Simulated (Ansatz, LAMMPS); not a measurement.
# Structural relaxation of Ca2+ TFSI- in dimethyl sulfoxide and ethylene carbonate, from a frame at 400 K (141 atoms), part 2 of 3

Aim: bring Ca2+ TFSI- in dimethyl sulfoxide and ethylene carbonate, from a frame at 400 K (141 atoms) to a nearby minimum of the energy and see what moves.

Ansatz 0.2.0; Kohn-Sham DFT, PBEsol, PAW (set soft_2), plane waves.

The cell: 2 N, 9 S, 31 O, 32 C, 12 F, 54 H and 1 Ca. The network of contacts between molecules at the start is that of the classical potential that made the cell. The functional has no dispersion term. The Brillouin zone is sampled at Γ only, in a cell whose shortest periodic width is 12 Å.

So far. Step 3 (Single point at the start): Neighbours are counted within 1.34 Å (H-C), 1.85 Å (C-C), 1.73 Å (C-O), 1.62 Å (C-F), 2.21 Å (C-S), 1.93 Å (O-S), 2.98 Å (O-Ca), 2.02 Å (S-N).

**4. Cell and atoms relaxed**

Cell and atoms are freed together, to release stress as well as forces.

File input.yaml:

```yaml
crystal:
  lattice:
    - [12.05544, 0.0, 0.0]
    - [0.0, 12.05544, 0.0]
    - [0.0, 0.0, 12.05544]
  atoms:
    [... the 141 atom lines of step 3 ...]
kpoints:
  mp_grid: { grid: [1, 1, 1] }
hamiltonian:
  xc: pbesol
scf:
  occupations: { method: fixed }
output:
  forces: true
relax:
  f_tol: 0.05
  max_steps: 200
  cell: {}
```

Launch:

```sh
ansatz run input.yaml --threads 4 --pin off --max-ram 8192MiB --backend cpu --events-out ev --progress --plain --runs-dir out
```

Numbers of over 12 decimals in the logs are rounded to 6 here.

What it wrote:

```text
[...]
Crystal: 141 atoms, lattice volume = 1752.061 Å³
Basis set: ecut = 420 eV, 34265 PW (Γ), exchange–correlation on 162×162×162 points (8 copies of the dense FFT grid, shifted against one another)
Bands: 404, of which v1, the nominal top of the filled ones, is band 263 counted from 1 (262 counted from 0)
Symmetry: 1 space group operations
[...]
k-points: 1
[...]
SCF iter   1: F=—  HF=-46221.325015 eV  |F-HF|=—  |Δ(HF+E_count)|=         —  Δρ=8.23e-3  dr2=1.32e0  ethr=1.77e-3  ⟨swp⟩=5.0  Hψ=1339  notcnv=0  defer=138
[...]
SCF iter   3: F=—  HF=-46220.979563 eV  |F-HF|=—  |Δ(HF+E_count)|=   3.22e-2  Δρ=1.75e-3  dr2=8.02e-2  ethr=4.79e-5  ⟨swp⟩=3.0  Hψ=499  notcnv=0  defer=78
automatic band count: iteration 3 solves 343 bands in place of 404: the levels show a gap, and the empty bands left out lie too high to hold charge; the band table lists the bands solved (type scf.n_extra_bands for more)
SCF iter   4: F=—  HF=-46220.966812 eV  |F-HF|=—  |Δ(HF+E_count)|=   1.28e-2  Δρ=6.69e-4  dr2=1.10e-2  ethr=1.52e-5  ⟨swp⟩=4.0  Hψ=499  notcnv=0  defer=78
[...]
SCF iter  11: F=-46220.970151 eV  HF=-46220.970151 eV  |F-HF|=2.50e-8  |Δ(HF+E_count)|=   4.17e-8  Δρ=1.52e-6  dr2=4.52e-8  ethr=1.90e-11  ⟨swp⟩=3.0  Hψ=1171  notcnv=0
SCF 1 converged in 11 iterations: F = -46220.970151 eV  dr2 = 4.52e-8
[...]
relax step   1: F+E_penalty+E_count = -46220.97015082 eV  Δ(F+E_penalty+E_count) = +0.000e0 eV  max|allowed force component| = 4.256e0 eV/Å  Δτ_max = 0.0000 Å  P = +0.588 GPa  Ω = 1752.061 Å³  (11 SCF iters, dr2 threshold 1.00e-7 eV, accepted)
[... from here on, the SCF cycles and remarks between the steps are left out ...]
relax step   2: F+E_penalty+E_count = -46225.60877615 eV  Δ(F+E_penalty+E_count) = -4.639e0 eV  max|allowed force component| = 2.620e0 eV/Å  Δτ_max = 0.1914 Å  P = -0.366 GPa  Ω = 1800.784 Å³  energy of the carried Pulay correction = -1.460e-1 eV  (8 SCF iters, dr2 threshold 1.41e-5 eV, accepted)
relax step   3: F+E_penalty+E_count = -46226.88615823 eV  Δ(F+E_penalty+E_count) = -1.277e0 eV  max|allowed force component| = 1.066e0 eV/Å  Δτ_max = 0.1942 Å  P = -0.666 GPa  Ω = 1824.330 Å³  energy of the carried Pulay correction = -2.151e-1 eV  (8 SCF iters, dr2 threshold 1.41e-5 eV, accepted)
relax step   4: F+E_penalty+E_count = -46227.47231991 eV  Δ(F+E_penalty+E_count) = -5.862e-1 eV  max|allowed force component| = 4.330e-1 eV/Å  Δτ_max = 0.1947 Å  P = -0.313 GPa  Ω = 1811.643 Å³  energy of the carried Pulay correction = -1.780e-1 eV  (9 SCF iters, dr2 threshold 1.41e-5 eV, accepted)
relax step   5: F+E_penalty+E_count = -46227.71046148 eV  Δ(F+E_penalty+E_count) = -2.381e-1 eV  max|allowed force component| = 3.713e-1 eV/Å  Δτ_max = 0.1906 Å  P = -0.138 GPa  Ω = 1812.099 Å³  energy of the carried Pulay correction = -1.793e-1 eV  (8 SCF iters, dr2 threshold 1.17e-5 eV, accepted)
relax step   6: F+E_penalty+E_count = -46227.88377533 eV  Δ(F+E_penalty+E_count) = -1.733e-1 eV  max|allowed force component| = 2.901e-1 eV/Å  Δτ_max = 0.1997 Å  P = -0.200 GPa  Ω = 1809.304 Å³  energy of the carried Pulay correction = -1.711e-1 eV  (8 SCF iters, dr2 threshold 8.62e-6 eV, accepted)
relax step   7: F+E_penalty+E_count = -46228.05189710 eV  Δ(F+E_penalty+E_count) = -1.681e-1 eV  max|allowed force component| = 3.704e-1 eV/Å  Δτ_max = 0.1902 Å  P = -0.223 GPa  Ω = 1800.846 Å³  energy of the carried Pulay correction = -1.462e-1 eV  (8 SCF iters, dr2 threshold 5.26e-6 eV, accepted)
relax step   8: F+E_penalty+E_count = -46228.18533550 eV  Δ(F+E_penalty+E_count) = -1.334e-1 eV  max|allowed force component| = 2.125e-1 eV/Å  Δτ_max = 0.1976 Å  P = -0.202 GPa  Ω = 1797.752 Å³  energy of the carried Pulay correction = -1.370e-1 eV  (8 SCF iters, dr2 threshold 8.58e-6 eV, accepted)
relax step   9: F+E_penalty+E_count = -46228.28074434 eV  Δ(F+E_penalty+E_count) = -9.541e-2 eV  max|allowed force component| = 3.843e-1 eV/Å  Δτ_max = 0.1905 Å  P = -0.252 GPa  Ω = 1793.567 Å³  energy of the carried Pulay correction = -1.246e-1 eV  (9 SCF iters, dr2 threshold 2.82e-6 eV, accepted)
relax step  10: F+E_penalty+E_count = -46228.35669124 eV  Δ(F+E_penalty+E_count) = -7.595e-2 eV  max|allowed force component| = 4.288e-1 eV/Å  Δτ_max = 0.1911 Å  P = +0.207 GPa  Ω = 1790.708 Å³  energy of the carried Pulay correction = -1.161e-1 eV  (8 SCF iters, dr2 threshold 9.23e-6 eV, accepted)
relax step  11: F+E_penalty+E_count = -46228.34526149 eV  Δ(F+E_penalty+E_count) = +1.143e-2 eV  max|allowed force component| = 6.637e-1 eV/Å  Δτ_max = 0.1949 Å  P = -0.671 GPa  Ω = 1792.535 Å³  energy of the carried Pulay correction = -1.216e-1 eV  (8 SCF iters, dr2 threshold 1.15e-5 eV, rejected (line search))
relax step  12: F+E_penalty+E_count = -46228.40268893 eV  Δ(F+E_penalty+E_count) = -4.600e-2 eV  max|allowed force component| = 2.197e-1 eV/Å  Δτ_max = 0.0936 Å  P = +0.048 GPa  Ω = 1796.035 Å³  energy of the carried Pulay correction = -1.319e-1 eV  (12 SCF iters, accepted)
[...]
relax step  61: F+E_penalty+E_count = -46229.20071181 eV  Δ(F+E_penalty+E_count) = -5.797e-3 eV  max|allowed force component| = 1.159e-1 eV/Å  Δτ_max = 0.0547 Å  P = -0.025 GPa  Ω = 1802.604 Å³  energy of the carried Pulay correction = -1.514e-1 eV  (9 SCF iters, dr2 threshold 3.51e-7 eV, accepted)
relax step  62: F+E_penalty+E_count = -46229.20860708 eV  Δ(F+E_penalty+E_count) = -7.895e-3 eV  max|allowed force component| = 9.232e-2 eV/Å  Δτ_max = 0.0798 Å  P = -0.078 GPa  Ω = 1801.685 Å³  energy of the carried Pulay correction = -1.486e-1 eV  (9 SCF iters, dr2 threshold 8.39e-7 eV, accepted)
relax step  63: F+E_penalty+E_count = -46229.21284218 eV  Δ(F+E_penalty+E_count) = -4.235e-3 eV  max|allowed force component| = 4.073e-2 eV/Å  Δτ_max = 0.0461 Å  P = -0.049 GPa  Ω = 1801.484 Å³  energy of the carried Pulay correction = -1.481e-1 eV  (9 SCF iters, dr2 threshold 5.33e-7 eV, accepted)
relax step  64: F+E_penalty+E_count = -46229.21674142 eV  Δ(F+E_penalty+E_count) = -3.899e-3 eV  max|allowed force component| = 4.483e-2 eV/Å  Δτ_max = 0.0578 Å  P = -0.038 GPa  Ω = 1801.249 Å³  energy of the carried Pulay correction = -1.474e-1 eV  (11 SCF iters, dr2 threshold 1.16e-8 eV, accepted)
relax step  65: F+E_penalty+E_count = -46229.22239149 eV  Δ(F+E_penalty+E_count) = -5.650e-3 eV  max|allowed force component| = 6.885e-2 eV/Å  Δτ_max = 0.0955 Å  P = -0.048 GPa  Ω = 1800.603 Å³  energy of the carried Pulay correction = -1.455e-1 eV  (12 SCF iters, accepted)
relax step  66: F+E_penalty+E_count = -46229.22467892 eV  Δ(F+E_penalty+E_count) = -2.287e-3 eV  max|allowed force component| = 1.148e-1 eV/Å  Δτ_max = 0.0708 Å  P = +0.107 GPa  Ω = 1799.796 Å³  energy of the carried Pulay correction = -1.431e-1 eV  (9 SCF iters, dr2 threshold 2.96e-7 eV, rejected (line search))
relax step  67: F+E_penalty+E_count = -46229.22730603 eV  Δ(F+E_penalty+E_count) = -4.915e-3 eV  max|allowed force component| = 4.326e-2 eV/Å  Δτ_max = 0.0342 Å  P = -0.003 GPa  Ω = 1799.832 Å³  energy of the carried Pulay correction = -1.432e-1 eV  (12 SCF iters, accepted)
relax step  68: F+E_penalty+E_count = -46229.39520462 eV  Δ(F+E_penalty+E_count) = -1.679e-1 eV  max|allowed force component| = 4.298e-2 eV/Å  Δτ_max = 0.0000 Å  P = +0.138 GPa  Ω = 1799.832 Å³  stress off target by 1.84e-1 GPa  SCF on the basis re-selected at this cell (its energy is not comparable with the rows above)  (8 SCF iters)
relax step  69: F+E_penalty+E_count = -46229.30607119 eV  Δ(F+E_penalty+E_count) = +8.913e-2 eV  max|allowed force component| = 6.186e-2 eV/Å  Δτ_max = 0.0969 Å  P = -0.012 GPa  Ω = 1834.203 Å³  energy of the carried Pulay correction = -1.060e-1 eV  (11 SCF iters, dr2 threshold 8.48e-8 eV, accepted)
relax step  70: F+E_penalty+E_count = -46229.29167371 eV  Δ(F+E_penalty+E_count) = +1.440e-2 eV  max|allowed force component| = 8.242e-2 eV/Å  Δτ_max = 0.0667 Å  P = +0.026 GPa  Ω = 1839.476 Å³  energy of the carried Pulay correction = -1.231e-1 eV  (9 SCF iters, dr2 threshold 2.39e-7 eV, accepted)
relax step  71: F+E_penalty+E_count = -46229.29850399 eV  Δ(F+E_penalty+E_count) = -6.830e-3 eV  max|allowed force component| = 6.442e-2 eV/Å  Δτ_max = 0.0731 Å  P = -0.020 GPa  Ω = 1838.023 Å³  energy of the carried Pulay correction = -1.185e-1 eV  (9 SCF iters, dr2 threshold 4.25e-7 eV, accepted)
relax step  72: F+E_penalty+E_count = -46229.29784723 eV  Δ(F+E_penalty+E_count) = +6.568e-4 eV  max|allowed force component| = 4.425e-2 eV/Å  Δτ_max = 0.0256 Å  P = -0.023 GPa  Ω = 1838.743 Å³  energy of the carried Pulay correction = -1.208e-1 eV  (8 SCF iters, dr2 threshold 2.59e-7 eV, accepted)
relax step  73: F+E_penalty+E_count = -46229.42121728 eV  Δ(F+E_penalty+E_count) = -1.234e-1 eV  max|allowed force component| = 4.501e-2 eV/Å  Δτ_max = 0.0000 Å  P = +0.027 GPa  Ω = 1838.743 Å³  stress off target by 4.78e-2 GPa  SCF on the basis re-selected at this cell (its energy is not comparable with the rows above)  (8 SCF iters)
[...]
SCF converged after 8 iterations
Free energy (F): -46229.421217 eV
[...]
Internal energy: -46229.421217 eV  (E = F + TS)
E sigma→0 (E₀):  -46229.421217 eV
Fermi energy:    0.024364 eV
[...]
--- Forces (eV/Å), atoms counted from 1 ---
  atom   1  N     -0.00201049    -0.00185280     0.01440343
  atom   2  S     -0.00456063     0.03118317    -0.01078192
  atom   3  O      0.00210399    -0.00500108     0.00037327
  atom   4  O      0.00217937    -0.01973491    -0.00233337
  atom   5  C      0.00583680    -0.00239539    -0.00169534
  atom   6  F     -0.00428893    -0.00374595     0.00055298
  atom   7  F     -0.00197025    -0.00183434     0.00326201
  atom   8  F     -0.00332437     0.00627207     0.00133960
  atom   9  S     -0.01258504    -0.00677872     0.00587413
  atom  10  O      0.00886838    -0.01614691    -0.03941214
  atom  11  O      0.00356015     0.02995201     0.00801510
  atom  12  C      0.00577468     0.01077455    -0.02012750
  atom  13  F     -0.01624606     0.01069499     0.04501227
  atom  14  F      0.01296197     0.00321274    -0.00785617
[...]
atom 140  H     -0.00271529    -0.00581454     0.00341455
  atom 141  Ca     0.00516088    -0.00016978     0.00055813
  max |Σ_I F_I| component: 4.84e-6 eV/Å
--- Stress (GPa, compression-positive) ---
        0.020344       0.000502      -0.006510
        0.000502       0.046346      -0.006494
       -0.006510      -0.006494       0.015531
  P = ⅓ Tr σ = 0.0274 GPa (0.274 kbar)
--- Relaxed structure (71 steps of the walk, 64 accepted, 2 SCFs on fresh bases) ---
  F+E_penalty+E_count = -46229.42121728 eV   max|allowed force component| = 4.501e-2 eV/Å   (the final SCF, on the basis selected at the relaxed cell)
  cell:  # Å, volume = 1838.7435 Å³
    - [12.212862, 0.0079105, -0.051278]
    - [0.0079105, 12.358262, -0.00335609]
    - [-0.051278, -0.00335609, 12.182999]
  atoms:
    - { symbol: N, position: [0.530164, 0.131476, 0.734352] }
    - { symbol: S, position: [0.607748, 0.225209, 0.776828] }
    - { symbol: O, position: [0.567652, 0.334811, 0.763510] }
    - { symbol: O, position: [0.662939, 0.200567, 0.880098] }
[...]
- { symbol: Ca, position: [0.746640, 0.155532, 0.055892] }
```

Run time: 13 min. Hardware: 4 threads of Intel Xeon Platinum 8488C (Sapphire Rapids), shared host; peak memory 2.4 GiB.

Step by step (22 of 73):

```tsv
step	energy less that of the first step (eV)	largest force component (eV/Å)	pressure (GPa)	volume (Å³)
1	0.0000	4.2562	0.59	1752.06
4	-6.5022	0.4330	-0.31	1811.64
8	-7.2152	0.2125	-0.20	1797.75
11	-7.3751	0.6637	-0.67	1792.54
15	-7.5553	0.2050	-0.31	1793.79
18	-7.6950	0.4713	0.22	1790.24
22	-7.8083	0.2276	-0.04	1789.50
25	-7.9174	0.2665	-0.06	1786.81
28	-8.0083	0.1700	-0.08	1791.66
32	-8.0348	0.3964	0.00	1794.73
35	-8.0705	0.1423	-0.08	1798.40
39	-8.0888	0.3496	-0.11	1805.14
42	-8.1047	0.0558	-0.05	1806.22
46	-8.1161	0.1254	-0.12	1806.91
49	-8.1333	0.1233	0.06	1805.74
52	-8.1523	0.0971	-0.05	1806.01
56	-8.1703	0.1683	-0.03	1804.63
59	-8.2125	0.2680	-0.32	1802.97
63	-8.2427	0.0407	-0.05	1801.48
66	-8.2545	0.1148	0.11	1799.80
70	-8.3215	0.0824	0.03	1839.48
73*	-8.4511	0.0450	0.03	1838.74
```

Relaxation steps marked * repeat the geometry before them on a plane-wave basis chosen anew for their cell, so energy and pressure can jump there. Other such steps can lie between the rows shown. Relaxation steps 11, 20, 32, 39, 51, 56, 66 were tried and not accepted.

```tsv
cell as run	before	after	change
a (Å)	12.055	12.213	+1.3 %
b (Å)	12.055	12.358	+2.5 %
c (Å)	12.055	12.183	+1.1 %
α (°)	90.00	90.03	+0.0 %
β (°)	90.00	90.48	+0.5 %
γ (°)	90.00	89.93	-0.1 %
volume (Å³/atom)	12.43	13.04	+4.9 %
```

The atoms that moved most (Å, as changes of fractional coordinates times the final cell):

```tsv
atom	dx	dy	dz	length
H119	-0.304	-0.590	-3.186	3.254
H120	0.084	1.040	-3.038	3.212
H88	1.289	2.526	1.025	3.015
H69	-1.537	-1.523	-1.428	2.592
H35	2.446	0.699	-0.189	2.551
F23	1.450	-0.799	1.938	2.549
H39	2.421	0.661	-0.152	2.515
H70	-2.044	-0.226	-1.110	2.337
```

The relaxation changed the energy by -59.9 meV/atom, and atoms moved by 1.4 Å r.m.s., 3.3 Å at most.

**5. Local order after relaxation**

Bonds before and after, by the cutoffs listed below:

```tsv
pair	bonds before	bonds after	mean before (Å)	mean after (Å)	spread before (Å)	spread after (Å)
H-C	54	54	1.099	1.101	0.030	0.002
C-C	6	6	1.482	1.521	0.020	0.003
C-O	30	30	1.358	1.356	0.077	0.086
C-F	12	12	1.353	1.338	0.026	0.004
C-S	14	14	1.837	1.812	0.035	0.034
O-S	13	13	1.473	1.475	0.029	0.034
O-Ca	7	7	2.442	2.392	0.054	0.061
S-N	4	4	1.564	1.584	0.041	0.005
```

Density 1.37 g/cm³, 13.04 Å³ an atom.

g(r), total and by pair (bins of 0.2 Å):

```tsv
r (Å)	total	H-H	H-C	H-O	H-F	H-S	H-N
1.00	1.21	0.00	6.95	0.00	0.00	0.00	0.00
1.20	2.33	0.00	11.70	0.00	0.00	0.00	0.00
1.40	1.72	0.00	0.00	0.00	0.00	0.00	0.00
1.60	0.47	0.00	0.00	0.00	0.00	0.00	0.00
1.80	1.25	6.36	0.00	0.00	0.00	0.00	0.00
2.00	0.41	0.00	0.00	2.44	0.00	0.00	0.00
2.20	1.04	0.00	2.09	0.34	0.00	0.00	0.00
2.40	1.17	1.61	0.00	1.23	0.18	7.97	0.00
2.60	0.78	0.83	0.00	1.22	0.47	0.00	0.00
2.80	0.91	1.20	1.59	1.65	0.73	0.76	0.85
3.00	0.88	1.05	0.99	0.96	1.24	0.32	0.00
3.20	0.82	0.93	0.84	0.98	1.01	0.73	0.00
3.40	0.78	0.66	0.66	0.53	0.69	1.41	0.57
3.60	0.92	0.77	1.23	1.01	0.54	0.70	0.50
3.80	0.98	1.21	1.02	1.27	0.70	0.94	0.45
4.00	0.92	0.94	0.87	1.34	0.85	0.28	1.24
4.20	0.92	0.94	0.89	1.18	1.02	0.34	0.76
4.40	0.96	0.70	0.83	0.99	0.75	1.23	1.40
4.60	1.06	1.02	1.03	0.84	1.00	0.86	2.58
4.80	1.16	1.17	1.19	1.04	1.33	1.44	0.89
5.00	0.98	0.98	1.13	0.73	1.13	1.21	0.83
5.20	1.00	1.00	0.83	1.08	1.38	1.44	1.50
5.40	1.11	1.02	0.97	1.13	1.05	1.65	1.40
5.60	1.06	1.01	1.09	0.89	1.15	1.21	1.51
5.80	1.05	0.95	1.11	0.87	1.04	1.03	0.61
6.00	1.02	0.96	1.15	1.17	1.03	0.88	1.70
```

Bonds by pair of elements; cutoffs follow the first minimum of g(r), held within bounds set by covalent radii, and pairs that aren't listed don't count as bonded:

```tsv
pair A-B	cutoff (Å)	bonds	mean length (Å)	spread (Å)	shortest (Å)	B about A	A about B
H-C	1.34	54	1.10	0.002	1.10	1	1.69
C-C	1.85	6	1.52	0.003	1.52	0.375	0.375
C-O	1.73	30	1.36	0.086	1.21	0.938	0.968
C-F	1.62	12	1.34	0.004	1.33	0.375	1
C-S	2.21	14	1.81	0.034	1.79	0.438	1.56
O-S	1.93	13	1.48	0.034	1.44	0.419	1.44
O-Ca	2.88	7	2.39	0.061	2.32	0.226	7
S-N	1.98	4	1.58	0.005	1.58	0.444	2
```

How many atoms have how many bonded neighbours:

```tsv
element	mean	1	2	3	4	7
C	3.81	0	0	6	26	0
Ca	7	0	0	0	0	1
F	1	12	0	0	0	0
H	1	54	0	0	0	0
N	2	0	2	0	0	0
O	1.61	12	19	0	0	0
S	3.44	0	0	5	4	0
```

Bond angles (no mean is given where the spread exceeds 20°):

```tsv
angle	count	mean (°)	spread (°)
H-C-H	42	111	0.9
H-C-S	30	108	1.3
C-C-H	24	113	0.7
H-C-O	24	108	0.6
O-Ca-O	21	-	-
```

Bond length by coordination (bonds to H left out):

```tsv
element	coordination	atoms	mean bond length (Å)
C	3	6	1.30
C	4	26	1.54
O	1	12	1.40
O	2	19	1.57
S	3	5	1.7
S	4	4	1.59
```

Rings of the network by King's shortest-path rule, up to 12 atoms, one path for each pair of neighbours; H, halogens, alkali and alkaline-earth atoms are left out, and the last column divides by all other atoms, bonded or not:

```tsv
ring size (atoms)	rings	per network atom
5	6	0.081
```

First main peaks of g(r), for some of the pairs, lie near 1.8 Å (H-H), 1.1 Å (H-C), 2.1 Å (H-O), 3.1 Å (H-F) and 2.4 Å (H-S). By these cutoffs 81 % of C atoms have 4, all Ca atoms have 7, all F atoms have 1 and all H atoms have 1 bonded neighbour. The H-C-H angle averages 111° with a spread of 0.9°. All rings counted have 5 atoms.

[end of part 2 of 3]

[Logs are printed without paths, hosts, clocks, repeated set-up lines and the standing remarks that a program may print on its own settings, such as how far it seeks lower states.]

[Hosts, paths, dates, database ids (printed as entryN), source tags and the programs' standing remarks are cut or masked in the printed files.]
